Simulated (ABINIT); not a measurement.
# LiHF2 (C2/m): G0W0 with ABINIT, start to end, part 2 of 3

How does a plane-wave GW calculation on LiHF2 (C2/m) run from the first input to the gap?

ABINIT 10.8.3; PBEsol and many-body steps on it, plane waves. Known limits of the many-body steps: not at the basis limit; coarse k mesh.

So far. Step 2 (Ground state): The gap is indirect, with the least direct gap 0.13 eV higher.

## 3. Bands along the symmetry lines

Level of this step: DFT, PBEsol, plane waves, norm-conserving pseudopotentials (ABINIT).

Levels along a band path, at the cheap level, show where the edges lie and whether the meshes to come will hold them.

Input file run.abi:

```
acell 3*1.0 Angstrom
rprim 
  2.547496000000 -1.534899000000 0.000000000000
  2.547496000000 1.534899000000 0.000000000000
  -2.526944000000 -0.000000000000 4.201520000000
ntypat 3
znucl 3 1 9
natom 4
typat 1 2 3 3
xred 
  0.000000000000 0.000000000000 0.000000000000
  0.000000000000 0.000000000000 0.500000000000
  0.209803000000 0.209803000000 0.750702000000
  0.790197000000 0.790197000000 0.249298000000
pp_dirpath "pseudos"
pseudos "Li.upf, H.upf, F.upf"
ecut 36
iscf -2
irdden 1
kptopt 0
nkpt 76
kpt 
  0.00000000 0.00000000 0.00000000
  -0.04669799 0.04669799 0.00000000
  -0.09339598 0.09339598 0.00000000
  -0.14009397 0.14009397 0.00000000
  -0.18679196 0.18679196 0.00000000
  -0.23348995 0.23348995 0.00000000
  -0.28018794 0.28018794 0.00000000
  -0.32688593 0.32688593 0.00000000
  -0.37358392 0.37358392 -0.00000000
  -0.62641608 -0.37358392 0.00000000
  -0.61061407 -0.38938593 0.00000000
  -0.59481206 -0.40518794 0.00000000
  -0.57901005 -0.42098995 0.00000000
  -0.56320804 -0.43679196 0.00000000
  -0.54740603 -0.45259397 0.00000000
  -0.53160402 -0.46839598 0.00000000
  -0.51580201 -0.48419799 0.00000000
  -0.50000000 -0.50000000 0.00000000
  -0.43750000 -0.43750000 0.00000000
  -0.37500000 -0.37500000 0.00000000
  -0.31250000 -0.31250000 0.00000000
  -0.25000000 -0.25000000 0.00000000
  -0.18750000 -0.18750000 0.00000000
  -0.12500000 -0.12500000 0.00000000
  -0.06250000 -0.06250000 0.00000000
  0.00000000 0.00000000 0.00000000
  -0.06250000 -0.06250000 0.06250000
  -0.12500000 -0.12500000 0.12500000
  -0.18750000 -0.18750000 0.18750000
  -0.25000000 -0.25000000 0.25000000
  -0.31250000 -0.31250000 0.31250000
  -0.37500000 -0.37500000 0.37500000
  -0.43750000 -0.43750000 0.43750000
  -0.50000000 -0.50000000 0.50000000
  -0.52407588 -0.47592412 0.50000000
  -0.54815177 -0.45184823 0.50000000
  -0.57222765 -0.42777235 0.50000000
  -0.59630353 -0.40369647 0.50000000
  -0.62037942 -0.37962058 0.50000000
  -0.64445530 -0.35554470 0.50000000
  -0.66853119 -0.33146881 0.50000000
  -0.69260707 -0.30739293 0.50000000
  -0.30739293 0.30739293 0.50000000
  -0.26896881 0.26896881 0.50000000
  -0.23054470 0.23054470 0.50000000
  -0.19212058 0.19212058 0.50000000
  -0.15369647 0.15369647 0.50000000
  -0.11527235 0.11527235 0.50000000
  -0.07684823 0.07684823 0.50000000
  -0.03842412 0.03842412 0.50000000
  0.00000000 0.00000000 0.50000000
  0.00000000 0.00000000 0.43750000
  0.00000000 0.00000000 0.37500000
  0.00000000 0.00000000 0.31250000
  0.00000000 0.00000000 0.25000000
  0.00000000 0.00000000 0.18750000
  0.00000000 0.00000000 0.12500000
  0.00000000 0.00000000 0.06250000
  0.00000000 0.00000000 0.00000000
  -0.50000000 0.00000000 0.50000000
  -0.43750000 0.00000000 0.43750000
  -0.37500000 0.00000000 0.37500000
  -0.31250000 0.00000000 0.31250000
  -0.25000000 0.00000000 0.25000000
  -0.18750000 0.00000000 0.18750000
  -0.12500000 0.00000000 0.12500000
  -0.06250000 0.00000000 0.06250000
  0.00000000 0.00000000 0.00000000
  -0.06250000 0.00000000 0.00000000
  -0.12500000 0.00000000 0.00000000
  -0.18750000 0.00000000 0.00000000
  -0.25000000 0.00000000 0.00000000
  -0.31250000 0.00000000 0.00000000
  -0.37500000 0.00000000 0.00000000
  -0.43750000 0.00000000 0.00000000
  -0.50000000 0.00000000 -0.00000000
istwfk *1
nband 16
nbdbuf 2
tolwfr 1e-08
nstep 40
prtwf 0
prtvol 0
indata_prefix "in"
outdata_prefix "out"
tmpdata_prefix "tmp"
```

The run is started by

```
$ OMP_NUM_THREADS=1 mpirun -n 4 abinit run.abi > log
```

Numbers of over 12 decimals in the logs are rounded to 6 here.

The log of the run:

```text
.Version 10.8.3 of ABINIT. v10.8.2 released Aug 2026.

 Symmetries : space group C2/m (# 12); Bravais mC (1-face-center monocl.)
[... echo of the input left out ...]
== DATASET  1 ==================================================================
-   mpi_nproc: 4, omp_nthreads: 1 (-1 if OMP is not activated)

--- !DatasetInfo
iteration_state: {dtset: 1, }
dimensions: {natom: 4, nkpt: 76, mband: 16, nsppol: 1, nspinor: 1, nspden: 1, mpw: 2327, }
cutoff_energies: {ecut:  36.0, pawecutdg:  -1.0, }
electrons: {nelect:   1.80000000E+01, charge:   0.00000000E+00, occopt:   1.00000000E+00, tsmear:   1.00000000E-02, }

 Real(R)+Recip(G) space primitive vectors, cartesian coordinates (Bohr,Bohr^-1):
 R(1)=  4.8140697 -2.9005387  0.0000000  G(1)=  0.1038622 -0.1723818  0.0624664
 R(2)=  4.8140697  2.9005387  0.0000000  G(2)=  0.1038622  0.1723818  0.0624664
 R(3)= -4.7752321  0.0000000  7.9397221  G(3)=  0.0000000  0.0000000  0.1259490
 Unit cell volume ucvol=  2.2173096E+02 bohr^3
 Angles (23,13,12)=  1.16197186E+02  1.16197186E+02  6.21390048E+01 degrees

 getcut: wavevector=  0.0000  0.0000  0.0000  ngfft=  32  32  54
         ecut(hartree)=     36.000   => boxcut(ratio)=   2.10945

--- Pseudopotential description ------------------------------------------------
- Li Generated using ONCVPSP code by D. R. Hamann
-  3.00000   3.00000  180301                  znucl, zion, pspdat
12 -116133 1 -1 1944                          pspcod,pspxc,lmax,lloc,mmax
     nproj     2     2     0
  pspatm : epsatm=    2.60875052
         --- l  ekb(1:nproj) -->
             0   -4.855856   -1.482423
             1   -2.171544   -0.427615
 pspatm: atomic psp has been read  and splines computed

- H Generated using ONCVPSP code by D. R. Hamann
-  1.00000   1.00000  180301                  znucl, zion, pspdat
12 -116133 1 -1 1180                          pspcod,pspxc,lmax,lloc,mmax
     nproj     2     1     0
  pspatm : epsatm=    0.35585368
         --- l  ekb(1:nproj) -->
             0   -1.674911   -0.523609
             1   -0.494138
 pspatm: atomic psp has been read  and splines computed

- F Generated using ONCVPSP code by D. R. Hamann
-  9.00000   7.00000  180301                  znucl, zion, pspdat
12 -116133 2 -1 832                           pspcod,pspxc,lmax,lloc,mmax
     nproj     2     2     1
  pspatm : epsatm=    4.89824381
         --- l  ekb(1:nproj) -->
[...]
2   -2.394754
 pspatm: atomic psp has been read  and splines computed

--------------------------------------------------------------------------------

================================================================================
 prteigrs : about to open file out_EIG
 Non-SCF case, kpt    1 (  0.00000  0.00000  0.00000), residuals and eigenvalues=
  1.38E-09  8.53E-10  1.34E-09  4.16E-09  5.17E-09  2.14E-09  3.42E-09  3.66E-09
[...]
Non-SCF case, kpt    3 ( -0.09340  0.09340  0.00000), residuals and eigenvalues=
[...]
5.8132E-01  5.9504E-01  6.2356E-01  6.5631E-01
[...]
Non-SCF case, kpt   75 ( -0.43750  0.00000  0.00000), residuals and eigenvalues=
[...]
Non-SCF case, kpt   76 ( -0.50000  0.00000 -0.00000), residuals and eigenvalues=
[...]
-1.5606E+00 -8.4315E-01 -8.0705E-01 -2.5898E-01 -1.8092E-01 -1.4901E-01
 -1.3687E-01 -1.2937E-01 -1.0082E-01  3.9810E-01  4.2974E-01  4.4976E-01
[...]
--- !ResultsGS
iteration_state: {dtset: 1, }
comment   : Summary of ground state results
lattice_vectors:
- [  4.8140697,  -2.9005387,   0.0000000, ]
- [  4.8140697,   2.9005387,   0.0000000, ]
- [ -4.7752321,  -0.0000000,   7.9397221, ]
lattice_lengths: [   5.62036,    5.62036,    9.26510, ]
lattice_angles: [116.197, 116.197,  62.139, ] # degrees, (23, 13, 12)
lattice_volume:   2.2173096E+02
convergence: {deltae:  0.000E+00, res2:  0.000E+00, residm:  9.988E-09, diffor:  0.000E+00, }
etotal    :  -5.70206115E+01
entropy   :   0.00000000E+00
fermie    :  -9.54477673E-02
cartesian_stress_tensor: null
pressure_GPa: null
xred      :
- [  0.0000E+00,   0.0000E+00,   0.0000E+00, Li]
- [ -1.8873E-18,  -1.8873E-18,   5.0000E-01,  H]
- [  2.0980E-01,   2.0980E-01,   7.5070E-01,  F]
- [  7.9020E-01,   7.9020E-01,   2.4930E-01,  F]
cartesian_forces: null
force_length_stats: {min: null, max: null, mean: null, }

 Integrated electronic density in atomic spheres:
 ------------------------------------------------
 Atom  Sphere_radius  Integrated_density
[...]
================================================================================

 ----iterations are completed or convergence reached----

 Mean square residual over all n,k,spin=   40.859E-10; max=  99.880E-10
 reduced coordinates (array xred) for    4 atoms
[...]
0.209803000000      0.209803000000      0.750702000000
       0.790197000000      0.790197000000      0.249298000000

 cartesian coordinates (angstrom) at end:
[...]
3     -0.828037    -0.000000     3.154089
    4      3.396085     0.000000     1.047431
 length scales=  1.889726125908  1.889726125908  1.889726125908 bohr
              =  1.000000000000  1.000000000000  1.000000000000 angstroms
 prteigrs : about to open file out_EIG
 Eigenvalues (hartree) for nkpt=  76  k points:
 kpt#   1, nband= 16, wtk=  1.00000, kpt=  0.0000  0.0000  0.0000 (reduced coord)
[...]
kpt#   2, nband= 16, wtk=  1.00000, kpt= -0.0467  0.0467  0.0000 (reduced coord)
[...]
kpt#   3, nband= 16, wtk=  1.00000, kpt= -0.0934  0.0934  0.0000 (reduced coord)
[...]
kpt#  75, nband= 16, wtk=  1.00000, kpt= -0.4375  0.0000  0.0000 (reduced coord)
[...]
kpt#  76, nband= 16, wtk=  1.00000, kpt= -0.5000  0.0000  0.0000 (reduced coord)
  -1.56058   -0.84315   -0.80705   -0.25898   -0.18092   -0.14901   -0.13687   -0.12937
  -0.10082    0.39810    0.42974    0.44976    0.53047    0.56556    0.58549    0.62687

== END DATASET(S) ==============================================================
================================================================================

 -outvars: echo values of variables after computation  --------
            nband          16
             nkpt          76
          spgroup          12
 [... the other variables as echoed above ...]

 Calculation completed.
```

Run time: 8.9 s. Hardware: 4 MPI ranks of Arm Neoverse V1, shared host; peak memory 0.28 GiB; 35 s of CPU time.

This step gave:

```yaml
gap: 8.408 eV
k_of_the_valence_top: 0, 0, 0.5
k_of_the_conduction_bottom: 0, 0, 0
least_direct_gap: 8.531 eV
```

The gap is 8.408 eV, +0.003 eV from the run before at this level.

The electronic bands at the labelled points (eV, zero at the top of the highest filled band):

```csv
point,band 6,band 7,band 8,band 9,band 10,band 11,band 12,band 13
Γ,-0.32,-0.24,-0.21,-0.12,8.41,12.75,17.61,18.99
halfway,-1.14,-0.76,-0.46,-0.20,10.69,14.99,16.33,17.39
C,-1.59,-0.86,-0.59,-0.32,14.07,14.12,14.84,15.37
jump to C2,-1.59,-0.86,-0.59,-0.32,14.07,14.12,14.84,15.37
halfway,-1.35,-0.74,-0.62,-0.17,13.31,14.19,15.23,15.27
Y2,-1.24,-0.72,-0.63,-0.07,12.99,14.07,15.20,15.65
halfway,-1.49,-0.77,-0.19,-0.17,10.37,14.03,16.84,17.65
Γ,-0.32,-0.24,-0.21,-0.12,8.41,12.75,17.61,18.99
halfway,-0.87,-0.51,-0.44,-0.38,10.04,14.50,16.66,18.16
M2,-1.54,-0.72,-0.71,-0.66,12.15,14.70,16.29,17.42
halfway,-1.55,-1.23,-0.86,-0.43,12.88,14.85,15.92,16.79
D,-1.72,-1.62,-0.70,-0.36,14.27,14.40,14.71,16.13
jump to D2,-1.72,-1.62,-0.70,-0.36,14.27,14.40,14.71,16.13
halfway,-1.51,-0.93,-0.23,-0.14,11.27,13.29,16.80,17.31
A,-0.53,-0.42,-0.11,0.00,9.59,12.28,17.04,19.19
halfway,-0.46,-0.37,-0.15,-0.07,8.99,12.48,17.47,19.08
Γ,-0.32,-0.24,-0.21,-0.12,8.41,12.75,17.61,18.99
jump to L2,-0.98,-0.61,-0.39,-0.32,11.58,14.21,15.98,17.32
halfway,-0.67,-0.56,-0.28,-0.20,9.94,14.25,16.49,17.88
Γ,-0.32,-0.24,-0.21,-0.12,8.41,12.75,17.61,18.99
halfway,-0.92,-0.72,-0.56,-0.11,10.20,14.05,16.92,18.17
V2,-1.45,-1.12,-0.92,-0.14,13.43,14.29,14.84,17.04
```

The electronic bands as a text plot (rows in eV, shown from -8.0 to 14.4 only; labels by their first letter):

```
   13.9 |   +    ++++   ++     +      +++++        +  ++    ++
   13.0 |+++    + +++     +++++      +   + +++   ++     ++++    +
   12.1 |      +     ++           +++     +   +++              +
   11.1 |    ++        +        ++         +       ++         +
   10.2 |   +           +                   ++       ++      +
    9.3 |  +             ++   ++              +++      ++  ++
    8.3 |++                +++                   ++      ++
    7.4 |
    6.5 |
    5.5 |
    4.6 |
    3.7 |
    2.7 |
    1.8 |
    0.9 |
   -0.1 |************************    ****************************
   -1.0 |  ****************   ***************** ** ******  ******
   -1.9 |    *****    ***       ****************   ****       ***
   -2.9 |         ****
   -3.8 |
   -4.7 |     *************     ******************          *****
   -5.7 |*****             *****                  **********
   -6.6 |
   -7.5 |
         Γ      C|C Y       Γ      M  D|D     A   Γ|L     Γ     V
```

## 4. Empty states on the mesh, 4×4×2 mesh, 26 bands

The sums over transitions need many empty states on a uniform mesh; this step solves for them.

Input file run.abi:

```
acell 3*1.0 Angstrom
rprim 
  2.547496000000 -1.534899000000 0.000000000000
  2.547496000000 1.534899000000 0.000000000000
  -2.526944000000 -0.000000000000 4.201520000000
ntypat 3
znucl 3 1 9
natom 4
typat 1 2 3 3
xred 
  0.000000000000 0.000000000000 0.000000000000
  0.000000000000 0.000000000000 0.500000000000
  0.209803000000 0.209803000000 0.750702000000
  0.790197000000 0.790197000000 0.249298000000
pp_dirpath "pseudos"
pseudos "Li.upf, H.upf, F.upf"
ecut 36
ngkpt 4 4 2
nshiftk 1
shiftk 0 0 0
kptopt 1
chksymbreak 0
iscf -2
irdden 1
istwfk *1
nband 26
nbdbuf 4
tolwfr 1e-09
nstep 60
prtvol 0
indata_prefix "in"
outdata_prefix "out"
tmpdata_prefix "tmp"
```

The log of the run:

```text
.Version 10.8.3 of ABINIT. v10.8.2 released Aug 2026.

 Symmetries : space group C2/m (# 12); Bravais mC (1-face-center monocl.)
[... echo of the input left out ...]
== DATASET  1 ==================================================================
-   mpi_nproc: 4, omp_nthreads: 1 (-1 if OMP is not activated)

--- !DatasetInfo
iteration_state: {dtset: 1, }
dimensions: {natom: 4, nkpt: 14, mband: 26, nsppol: 1, nspinor: 1, nspden: 1, mpw: 2327, }
cutoff_energies: {ecut:  36.0, pawecutdg:  -1.0, }
electrons: {nelect:   1.80000000E+01, charge:   0.00000000E+00, occopt:   1.00000000E+00, tsmear:   1.00000000E-02, }

 Real(R)+Recip(G) space primitive vectors, cartesian coordinates (Bohr,Bohr^-1):
 R(1)=  4.8140697 -2.9005387  0.0000000  G(1)=  0.1038622 -0.1723818  0.0624664
 R(2)=  4.8140697  2.9005387  0.0000000  G(2)=  0.1038622  0.1723818  0.0624664
 R(3)= -4.7752321  0.0000000  7.9397221  G(3)=  0.0000000  0.0000000  0.1259490
 Unit cell volume ucvol=  2.2173096E+02 bohr^3
 Angles (23,13,12)=  1.16197186E+02  1.16197186E+02  6.21390048E+01 degrees

 getcut: wavevector=  0.0000  0.0000  0.0000  ngfft=  32  32  54
         ecut(hartree)=     36.000   => boxcut(ratio)=   2.10945

--- Pseudopotential description ------------------------------------------------
- Li Generated using ONCVPSP code by D. R. Hamann
-  3.00000   3.00000  180301                  znucl, zion, pspdat
12 -116133 1 -1 1944                          pspcod,pspxc,lmax,lloc,mmax
     nproj     2     2     0
  pspatm : epsatm=    2.60875052
         --- l  ekb(1:nproj) -->
             0   -4.855856   -1.482423
             1   -2.171544   -0.427615
 pspatm: atomic psp has been read  and splines computed

- H Generated using ONCVPSP code by D. R. Hamann
-  1.00000   1.00000  180301                  znucl, zion, pspdat
12 -116133 1 -1 1180                          pspcod,pspxc,lmax,lloc,mmax
     nproj     2     1     0
  pspatm : epsatm=    0.35585368
         --- l  ekb(1:nproj) -->
             0   -1.674911   -0.523609
             1   -0.494138
 pspatm: atomic psp has been read  and splines computed

- F Generated using ONCVPSP code by D. R. Hamann
-  9.00000   7.00000  180301                  znucl, zion, pspdat
12 -116133 2 -1 832                           pspcod,pspxc,lmax,lloc,mmax
     nproj     2     2     1
  pspatm : epsatm=    4.89824381
         --- l  ekb(1:nproj) -->
[...]
2   -2.394754
 pspatm: atomic psp has been read  and splines computed

--------------------------------------------------------------------------------

================================================================================
 prteigrs : about to open file out_EIG
 Non-SCF case, kpt    1 (  0.00000  0.00000  0.00000), residuals and eigenvalues=
  1.23E-10  1.45E-10  2.71E-10  9.21E-11  9.40E-10  1.84E-10  5.31E-10  5.57E-10
  8.13E-10  1.53E-10  5.54E-11  4.27E-10  8.41E-10  9.67E-11  2.11E-10  9.06E-10
  4.55E-10  2.64E-10  3.98E-10  2.74E-10  8.32E-10  1.33E-10  2.01E-10  1.37E-08
  6.11E-07  3.70E-06
 -1.5615E+00 -8.5973E-01 -8.0305E-01 -2.9430E-01 -1.0859E-01 -1.0728E-01
 -1.0442E-01 -1.0324E-01 -1.0010E-01  2.1342E-01  3.7287E-01  5.5164E-01
  6.0248E-01  6.0363E-01  6.3679E-01  7.4706E-01  8.3642E-01  8.5245E-01
  9.2495E-01  9.4834E-01  9.4847E-01  9.9702E-01  1.0483E+00  1.0962E+00
  1.1653E+00  1.1941E+00
 prteigrs : prtvol=0 or 1, do not print more k-points.

--- !ResultsGS
iteration_state: {dtset: 1, }
comment   : Summary of ground state results
lattice_vectors:
- [  4.8140697,  -2.9005387,   0.0000000, ]
- [  4.8140697,   2.9005387,   0.0000000, ]
- [ -4.7752321,  -0.0000000,   7.9397221, ]
lattice_lengths: [   5.62036,    5.62036,    9.26510, ]
lattice_angles: [116.197, 116.197,  62.139, ] # degrees, (23, 13, 12)
lattice_volume:   2.2173096E+02
convergence: {deltae:  0.000E+00, res2:  0.000E+00, residm:  9.960E-10, diffor:  0.000E+00, }
etotal    :  -5.70206115E+01
entropy   :   0.00000000E+00
fermie    :  -9.54477673E-02
cartesian_stress_tensor: null
pressure_GPa: null
xred      :
- [  0.0000E+00,   0.0000E+00,   0.0000E+00, Li]
- [ -1.8873E-18,  -1.8873E-18,   5.0000E-01,  H]
- [  2.0980E-01,   2.0980E-01,   7.5070E-01,  F]
- [  7.9020E-01,   7.9020E-01,   2.4930E-01,  F]
cartesian_forces: null
force_length_stats: {min: null, max: null, mean: null, }

 Integrated electronic density in atomic spheres:
 ------------------------------------------------
 Atom  Sphere_radius  Integrated_density
[...]
================================================================================

 ----iterations are completed or convergence reached----

 Mean square residual over all n,k,spin=   37.373E-11; max=  99.596E-11
 reduced coordinates (array xred) for    4 atoms
[...]
0.209803000000      0.209803000000      0.750702000000
       0.790197000000      0.790197000000      0.249298000000

 cartesian coordinates (angstrom) at end:
    1      0.000000     0.000000     0.000000
    2     -1.263472    -0.000000     2.100760
    3     -0.828037    -0.000000     3.154089
    4      3.396085     0.000000     1.047431
 length scales=  1.889726125908  1.889726125908  1.889726125908 bohr
              =  1.000000000000  1.000000000000  1.000000000000 angstroms
 prteigrs : about to open file out_EIG
 Eigenvalues (hartree) for nkpt=  14  k points:
 kpt#   1, nband= 26, wtk=  0.03125, kpt=  0.0000  0.0000  0.0000 (reduced coord)
  -1.56146   -0.85973   -0.80305   -0.29430   -0.10859   -0.10728   -0.10442   -0.10324
  -0.10010    0.21342    0.37287    0.55164    0.60248    0.60363    0.63679    0.74706
   0.83642    0.85245    0.92495    0.94834    0.94847    0.99702    1.04828    1.09624
   1.16534    1.19406
 prteigrs : prtvol=0 or 1, do not print more k-points.

== END DATASET(S) ==============================================================
================================================================================

 -outvars: echo values of variables after computation  --------
            nband          26
             nkpt          14
          spgroup          12
 [... the other variables as echoed above ...]

 Calculation completed.
```

It took 4.5 s on 4 MPI ranks; peak memory 0.25 GiB; 18 s of CPU time.

Numbers from this step:

```
gap                                                           : 8.408 eV
k of the valence top                                          : 0, 0, 0.5
k of the conduction bottom                                    : 0, 0, 0
least direct gap                                              : 8.531 eV
k points computed                                             : 14
lowest point of the top converged band, above the valence top : 28.53 eV
```

On this mesh the gap is 8.408 eV.

[end of part 2 of 3]

[Paths, hosts, dates, memory and timing lines, banners, echoed tables and standing remarks are left out of the program output.]

[Logs are printed without paths, hosts, clocks, repeated set-up lines and the standing remarks that a program may print on its own settings, such as how far it seeks lower states.]

[Runs of the session that timed out or met a known fault of the program may be left out.]

[Hosts, paths, dates, database ids (printed as entryN), source tags and the programs' standing remarks are cut or masked in the printed files.]

[G0W0 gaps are taken among the corrected bands and points alone; a level outside them can change the order at an edge.]

[Where Ansatz stands beside ABINIT at settings called matched, ABINIT's density can come from a denser mesh and the files from another edition; pairs whose starting gaps differed by over 0.03 eV were left out, so agreement reads better than it is.]
